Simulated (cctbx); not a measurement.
# Resonant diffraction in La4Gd2CrRhS12

Space group Pnnm (no. 58), a = 13.8030 Å, b = 16.5170 Å, c = 3.8980 Å, α = 90.00°, β = 90.00°, γ = 90.00°.

| atom | mult. | x | y | z | Ueq (Å²) |
| --- | --- | --- | --- | --- | --- |
| Gd1 | 4 | 0.2562 | 0.4008 | 1/2 | 0.0051 |
| La1 | 4 | 0.8185 | 0.3525 | 1/2 | 0.0048 |
| La2 | 4 | 0.0487 | 0.2158 | 1/2 | 0.0068 |
| Rh1 | 2 | 1/2 | 0 | 1/2 | 0.0045 |
| Cr1 | 2 | 1/2 | 1/2 | 1/2 | 0.0059 |
| S1 | 4 | 0.9148 | 0.0663 | 1/2 | 0.0078 |
| S2 | 4 | 0.6054 | 0.7436 | 1/2 | 0.0071 |
| S3 | 4 | 0.0183 | 0.4083 | 1/2 | 0.0069 |
| S4 | 4 | 0.6763 | 0.9825 | 1/2 | 0.0092 |
| S5 | 4 | 0.6847 | 0.2088 | 1/2 | 0.0100 |
| S6 | 4 | 0.6204 | 0.3950 | 1/2 | 0.0083 |

The model was made for the exercise: a known structure type with other elements put in, its volume estimated, not relaxed; displacement parameters are assumed.

Calculated with cctbx: free-atom f′ and f″ from the Sasaki tables, no fine structure; amplitudes in electrons.

```csv
E (eV),F 2 3 0,F 1 3 0,F 3 2 0,F 0 4 0
22620,134.4,78.7,212.4,62.2
22970,134.3,77.2,212.3,63.6
23100,134.3,75.8,212.3,64.9
23160,134.3,74.5,212.3,66.2
23190,134.3,73.2,212.3,67.5
23205,134.3,71.9,212.3,68.7
23212,134.3,70.8,212.3,69.9
23216,134.3,69.6,212.3,71.1
23224,134.3,68.1,212.3,72.6
23228,134.3,70.5,212.3,70.2
23235,134.3,72.0,212.3,68.7
23250,134.3,73.4,212.3,67.3
23280,134.3,74.9,212.3,65.8
23370,134.2,76.7,212.2,63.9
23620,134.2,78.7,212.2,61.9
```

**Question.** Which edge is crossed, and why do the reflections move as they do?

The K edge of Rh. The edge is at 23220 eV. f′ of Rh falls from -4.7 e at 23100 eV to -7.8 e at 4 eV below it, and f″ steps from 0.55 to 3.65 e across it. Over that approach |F| changes by +0 % (2 3 0), -8 % (1 3 0), +0 % (3 2 0) and +10 % (0 4 0): a reflection falls where Rh scatters in phase with the total and rises where it scatters against it; it hardly moves where the Rh term is small or cancels by symmetry. Above the edge the larger f″ enters the imaginary part, where it can add to or cancel the other atoms' f″. The structure is centrosymmetric, so Friedel mates stay equal.

[Logs are printed without paths, hosts, clocks, repeated set-up lines and the standing remarks that a program may print on its own settings, such as how far it seeks lower states.]
